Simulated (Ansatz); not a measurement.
# SnPb2 (model cell, started as cuprite): phonons and vibrational spectra

Aim: the phonons of SnPb2 (model cell, started as cuprite) at a cell relaxed beforehand at this level.

Program: Ansatz 0.2.0. Level of theory: DFT PBEsol, scalar-relativistic, plane waves, norm-conserving pseudopotentials. Results are calculated unless marked as measured.

The structure was built from a prototype and need not be the compound's stable phase.

### Step 1. Starting point

The structure is cubic, space group Pn-3m (No. 224). The conventional cell has a = 6.567 Å, b = 6.567 Å, c = 6.567 Å, α = 90.00°, β = 90.00°, γ = 90.00°. Nearest to Sn lie 4 Pb at 2.84 Å. Nearest to Pb lie 2 Sn at 2.84 Å. Farther neighbours are not listed.

### Step 2. Modes at Γ

The cell comes from relaxations at this level that are not shown. The zone centre is the only wavevector solved here; it holds the modes that light can see, as far as symmetry allows. No field response is asked, since the mesh shows no gap.

The input, input.yaml:

```yaml
crystal:
  lattice:
    - [6.5672936291, 0.0, 0.0]
    - [0.0, 6.5672936291, 0.0]
    - [0.0, 0.0, 6.5672936291]
  atoms:
    - { symbol: Sn, position: [0.0, 0.0, 0.0] }
    - { symbol: Sn, position: [0.5, 0.5, 0.5] }
    - { symbol: Pb, position: [0.25, 0.25, 0.25] }
    - { symbol: Pb, position: [0.75, 0.75, 0.25] }
    - { symbol: Pb, position: [0.75, 0.25, 0.75] }
    - { symbol: Pb, position: [0.25, 0.75, 0.75] }
kpoints:
  mp_grid: { grid: [6, 6, 6] }
hamiltonian:
  xc: pbesol
  pseudopotentials: { kind: nc }
scf:
  occupations: { method: methfessel_paxton, width: 0.2 }
output:
  eigenvalues: true
phonons:
  method: dfpt
```

Command:

```console
ansatz run input.yaml --threads 8 --pin off --max-ram 14336MiB --backend cpu --events-out ev --progress --plain --runs-dir out
```

Numbers of over 12 decimals in the logs are rounded to 6 here.

The program printed:

```text
Engine: ansatz 0.2.0, aarch64-unknown-linux-gnu
Pseudopotentials: kind: nc
Pseudopotential: Sn, nc, valence charge 14, recommended cutoff 979.609905 eV (normal), Sn.nc.azcp (PseudoDojo's, or run here from an input of PseudoDojo's: the run reads no file of this project's for it)
Pseudopotential: Pb, nc, valence charge 14, recommended cutoff 850 eV (normal), Pb.nc.azcp (PseudoDojo's, or run here from an input of PseudoDojo's: the run reads no file of this project's for it)
Functional definition: PBEsol
  exchange = pbesol_x
  correlation = pbesol_c
Crystal: 6 atoms, lattice volume = 283.243 Å³
Basis set: ecut = 979.609905 eV, 19597 PW (Γ), exchange–correlation on 144×144×144 points (8 copies of the dense FFT grid, shifted against one another)
Bands: 51, of which v1, the nominal top of the filled ones, is band 42 counted from 1 (41 counted from 0)
Symmetry: 48 space group operations
k-points: 68 of 216 (irreducible under 2 space group operations, time reversal used)
Non-local potential: Sn, projectors of the file, l = 0: 2, l = 1: 2, l = 2: 2, l = 3: 2
Non-local potential: Pb, projectors of the file, l = 0: 3, l = 1: 2, l = 2: 2, l = 3: 1
Initial density: superposition of atomic densities (chi_scale 0.1, normalization cell, long waves kept (reshape's long-wave potential 0.00 eV rms))
Initial wavefunctions: pseudopotential atomic-orbital guess
Functional: x = pbesol(κ = 0.804, μ = 0.123457), c = pbesol(β = 0.046)
SCF iter   1: F=—  HF=-11872.045181 eV  |F-HF|=—  |Δ(HF+E_count)|=         —  Δρ=2.20e-2  dr2=4.51e0  ethr=3.10e-3  ⟨swp⟩=7.3  Hψ=12629  notcnv=0
preconditioner: auto → LDOS  [metal: Δε(μ)=0.071 eV  Ē_g=13.794 eV  σ=0.200 eV  W_gap=0.30  n_scr=56 (ndim 8)  ℏωp=17.7 eV  f_vac=0.027  D(μ)=4.99/eV (n_scr^D=26)  β→1.0]
SCF iter   2: F=—  HF=-11870.658972 eV  |F-HF|=—  |Δ(HF+E_count)|=    1.39e0  S|Δr|=    0.00e0  Δρ=7.77e-3  dr2=2.12e-1  ethr=3.10e-3  ⟨swp⟩=4.0  Hψ=7682  notcnv=0  defer=74
SCF iter   3: F=—  HF=-11870.600163 eV  |F-HF|=—  |Δ(HF+E_count)|=   5.88e-2  S|Δr|=    0.00e0  Δρ=3.19e-3  dr2=2.12e-2  ethr=2.52e-4  ⟨swp⟩=2.0  Hψ=5301  notcnv=0  defer=74
SCF iter   4: F=—  HF=-11870.591239 eV  |F-HF|=—  |Δ(HF+E_count)|=   8.92e-3  S|Δr|=    0.00e0  Δρ=3.49e-4  dr2=3.11e-4  ethr=2.52e-5  ⟨swp⟩=2.1  Hψ=5593  notcnv=0  defer=74
SCF iter   5: F=—  HF=-11870.591290 eV  |F-HF|=—  |Δ(HF+E_count)|=   5.03e-5  S|Δr|=    0.00e0  Δρ=7.77e-5  dr2=2.24e-5  ethr=3.70e-7  ⟨swp⟩=2.0  Hψ=6344  notcnv=0  defer=74
SCF iter   6: F=—  HF=-11870.591306 eV  |F-HF|=—  |Δ(HF+E_count)|=   1.60e-5  S|Δr|=    0.00e0  Δρ=1.90e-5  dr2=1.02e-6  ethr=2.67e-8  ⟨swp⟩=2.2  Hψ=6272  notcnv=0  defer=74
SCF iter   7: F=—  HF=-11870.591622 eV  |F-HF|=—  |Δ(HF+E_count)|=   3.17e-4  S|Δr|=    0.00e0  Δρ=4.60e-6  dr2=2.81e-8  ethr=1.22e-9  ⟨swp⟩=2.0  Hψ=4398  notcnv=0  defer=74
SCF iter   8: F=—  HF=-11870.591622 eV  |F-HF|=—  |Δ(HF+E_count)|=   6.09e-9  S|Δr|=    0.00e0  Δρ=6.47e-7  dr2=1.01e-9  ethr=3.35e-11  ⟨swp⟩=2.0  Hψ=6280  notcnv=0  defer=74
SCF iter   9: F=—  HF=-11870.591622 eV  |F-HF|=—  |Δ(HF+E_count)|=  8.37e-11  S|Δr|=    0.00e0  Δρ=1.05e-7  dr2=1.96e-11  ethr=1.20e-12  ⟨swp⟩=3.0  Hψ=6646  notcnv=0  defer=74
SCF iter  10: F=-11870.591622 eV  HF=-11870.591622 eV  |F-HF|=1.82e-12  |Δ(HF+E_count)|=  7.28e-12  S|Δr|=    0.00e0  Δρ=9.25e-9  dr2=2.32e-13  ethr=1.00e-12  ⟨swp⟩=15.2  Hψ=18192  notcnv=0
SCF 1 converged in 10 iterations: F = -11870.591622 eV  dr2 = 2.32e-13
DFPT response loops at Γ: preconditioner auto → Kerker (q_TF=auto, 2.228 Å⁻¹) (partly filled bands, converged f_vac=0.020); β = 1.00, the filter's whole step (`scf.mixing.beta` (0.50) is not read by the response loops under this deck's `scf.mixing.preconditioner`; to damp them name `kerker` or `kerker_dos`, under which they read `scf.mixing.beta`, and type it under 1.00, their step now; both keys bind the ground state too); Broyden in place of MSR1
SCF converged after 10 iterations
Stability not checked: this state was not tested for a lower state beside it, because cold or Methfessel-Paxton smearing, or corrected tetrahedra, fill the levels in a way that the test cannot read (fill_not_monotonic; see scf.lower_state_search)
Free energy (F): -11870.591622 eV
Harris-Foulkes:  -11870.591622 eV  (|F-HF|=1.82e-12)
Internal energy: -11870.599584 eV  (E = F + TS)
E sigma→0 (E₀):  -11870.593613 eV
Entropy (-TS):   0.007962 eV (1.327 meV/atom)
Fermi energy:    5.346822 eV
--- Per-component energies (eV) ---
  E_band       = -777.757236
  E_kinetic    = 6293.315940
  E_local      = -8971.478146  (includes V_loc(G=0)·N_el)
  E_nonlocal   = -3226.672374
  E_hartree    = 3515.236424
  E_xc         = -3287.008760
  E_vxc        = -1903.395526  (∫ρ·V_xc dr)
  E_ewald      = -6193.992669
  E_smearing   = 0.007962  (= −TS)
  E_closure    = 0.000000  (closes the sum)
  Σ components = -11870.591622   (vs F -11870.591622, Δ=0.00e0)
--- Band table (eV; the first three rows and the last of 68) ---
  k-point 0: bands = [... 38 lower, 2.9768, 3.9920, 3.9920, 6.1784, 6.1784, 6.1784, 6.5537, 6.5537, ... 5 higher]
  k-point 1: bands = [... 38 lower, 3.5450, 4.0847, 4.0904, 5.8328, 5.8328, 5.9076, 6.5986, 6.7301, ... 5 higher]
  k-point 2: bands = [... 38 lower, 4.3452, 4.3531, 4.3581, 5.3498, 5.6316, 5.6316, 6.2427, 6.4122, ... 5 higher]
  k-point 67: bands = [... 38 lower, 2.2297, 5.3163, 5.3163, 5.3163, 6.9267, 6.9267, 7.2049, 7.2049, ... 5 higher]
--- Phonons (Γ-DFPT): 2 representative perturbations + reference, on 68 of 216 k-points (Σ response iterations 9) ---
  k mesh reduced under 2 symmetry operations, with k and −k counted as one. Each operation leaves every solved perturbation unchanged. A smaller set is not used because it would not reduce the number of displacements times k-points to solve
  ASR residual: 4.395e-4 → 0.000e0 eV/Å²; symmetrization residual: 1.888e-4 eV/Å²
  ASR residual per site (eV/Å²): 4.40e-4 4.40e-4 2.64e-4 2.64e-4 2.64e-4 2.64e-4
  Γ frequencies (cm⁻¹): -51.84 -51.84 -47.34 -47.34 -47.34 -46.84 -46.84 -46.84 0.00 0.00 0.00 102.93 102.93 102.93 109.01 157.55 157.55 157.55
  non-analytic LO–TO correction: not included (Born effective charges unavailable; polar crystals: no LO–TO splitting at Γ)
```

Run time: 4.9 min. Hardware: 8 threads of Arm Neoverse N1, shared host; peak memory 9 GiB; 38 min of CPU time.

This step gave:

```yaml
volume_per_atom: 47.21 Å³
gap_on_the_k_mesh: 0 eV
sum_rule_residual_before_enforcement: 4.40e-4 eV/Å²
point_group: m-3m
highest_optical_mode_at_the_zone_centre_no_lo_to_term: 157.6 cm⁻¹
lowest_optical_zone_centre_mode: -51.84 cm⁻¹
```

Patterns of degenerate modes are one choice out of their space. Modes at Γ, with each element's share of the kinetic energy (negative means imaginary):

| mode | frequency (cm⁻¹) | symmetry | Sn % | Pb % |
| --- | --- | --- | --- | --- |
| 1 | -51.8 | Eu | 0 | 100 |
| 2 | -51.8 | Eu | 0 | 100 |
| 3 | -47.3 | T1u | 30 | 70 |
| 4 | -47.3 | T1u | 30 | 70 |
| 5 | -47.3 | T1u | 30 | 70 |
| 6 | -46.8 | T2u | 0 | 100 |
| 7 | -46.8 | T2u | 0 | 100 |
| 8 | -46.8 | T2u | 0 | 100 |
| 9 | 0.0 | acoustic | 22 | 78 |
| 10 | 0.0 | acoustic | 22 | 78 |
| 11 | 0.0 | acoustic | 22 | 78 |
| 12 | 102.9 | T2g | 100 | 0 |
| 13 | 102.9 | T2g | 100 | 0 |
| 14 | 102.9 | T2g | 100 | 0 |
| 15 | 109.0 | A2u | 0 | 100 |
| 16 | 157.6 | T1u | 48 | 52 |
| 17 | 157.6 | T1u | 48 | 52 |
| 18 | 157.6 | T1u | 48 | 52 |

Displacements in mode 1 (-51.8 cm⁻¹), the largest set to 1:
```
Sn1  0.00  0.00  0.00
Sn2  0.00  0.00  0.00
Pb3  0.13  0.87 -1.00
Pb4 -0.13 -0.87 -1.00
Pb5 -0.13  0.87  1.00
Pb6  0.13 -0.87  1.00
```

Displacements in mode 17 (157.6 cm⁻¹), the largest set to 1:
```
Sn1  0.00  0.84  1.00
Sn2  0.00  0.84  1.00
Pb3 -0.62 -0.58 -0.57
Pb4  0.06  0.10  0.00
Pb5 -0.06  0.10  0.00
Pb6  0.62 -0.58 -0.57
```

Before it was imposed, the acoustic sum rule was missed by 4.4e-4 eV/Å². Small misses are needed for a sound result but don't prove that mesh and cutoff are converged. The lowest optical mode is imaginary, 51.8i cm⁻¹, so the energy falls along it.

### Step 3. Outcome

```
space group (within 0.01 Å)                             : Pn-3m
volume per atom                                         : 47.2 Å³
electronic character                                    : no gap on this mesh
highest optical mode at the zone centre (no LO-TO term) : 158 cm⁻¹
lowest optical zone-centre mode                         : -51.8 cm⁻¹
imaginary modes at Γ (the only wavevector solved)       : yes
```

In words: A zone-centre mode is imaginary (51.8i cm⁻¹), so this structure is not a minimum of the energy. The optical modes at Γ span -52 to 158 cm⁻¹ (negative means imaginary). No dispersion was computed. With no gap, or one that is small against the smearing, the frequencies hang on the k mesh and the smearing, most of all near Kohn anomalies. Spin-orbit coupling is left out, which can matter for the heavy elements here. The starting cell was built on a prototype and not taken from a measurement, so the phase need not exist. These are harmonic frequencies at zero temperature: anharmonic shifts, linewidths and thermal expansion are left out.

[Logs are printed without paths, hosts, clocks, repeated set-up lines and the standing remarks that a program may print on its own settings, such as how far it seeks lower states.]

[Hosts, paths, dates, database ids (printed as entryN), source tags and the programs' standing remarks are cut or masked in the printed files.]
